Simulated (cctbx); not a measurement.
## Absolute structure of Ho9Tm6Si6Sn3N

Space group P6_3mc (no. 186), a = 14.6950 Å, b = 14.6950 Å, c = 6.5280 Å, α = 90.00°, β = 90.00°, γ = 120.00°.

```csv
atom,mult.,x,y,z,Ueq (Å²)
Tm1,6,0.2518,0.7482,0.2428,0.0045
Tm2,6,0.0754,0.9246,0.7614,0.0048
Ho1,12,0.3269,0.3414,0.4948,0.0055
Ho2,6,0.4140,0.5860,0.7605,0.0069
Sn1,6,0.2011,0.7989,0.7777,0.0058
Si1,6,0.4663,0.5337,0.2483,0.0068
Si2,6,0.1361,0.8639,0.2409,0.0098
N1,2,0,0,0.0192,0.0091
```

The model was made for the exercise: a known structure type with other elements put in, its volume estimated, not relaxed; displacement parameters are assumed.

Data sets are simulated with cctbx and refined with Bijvoet mates kept apart; Flack x is then fitted as the share of an inverted twin with the atoms fixed, Hooft y from the Bijvoet differences. The group is acentric but holds improper operations, so there is an absolute structure (orientation) and no hand.

Untwinned crystal. What Flack and Hooft values should come out?

```
  λ (Å)  extinction (unmodelled)  d min (Å)  top counts  error (%)     model      R1  Flack x  s.u.  Hooft y   s.u.  pairs
0.71073                        0       0.77       40000          2  as given  0.0113    -0.02  0.02   -0.001  0.019    475
0.71073                        0       0.77       40000          2  inverted  0.0214     1.03  0.02    1.030  0.020    475
1.54184                        0       0.83       20000        1.5  as given  0.0163    -0.03  0.02   -0.036  0.017    379
```

With Mo Kα, x is within 3 s.u. of 0, so the absolute structure is right. With Cu Kα, x is within 3 s.u. of 0, so the absolute structure is right. Inverting the model turns x into about 1 − x.

A further crystal gives:

```csv
λ (Å),extinction (unmodelled),d min (Å),top counts,error (%),model,R1,Flack x,s.u.,Hooft y,s.u.,pairs
0.71073,0,0.6,20000,3,as given,0.0223,0.785,0.011,0.812,0.012,1003
```

**Question.** What is it?

It was simulated as an inversion twin with a fraction 0.8 of the inverted domain. Flack x is over 3 s.u. from both 0 and 1 and reads that fraction.

[Logs are printed without paths, hosts, clocks, repeated set-up lines and the standing remarks that a program may print on its own settings, such as how far it seeks lower states.]
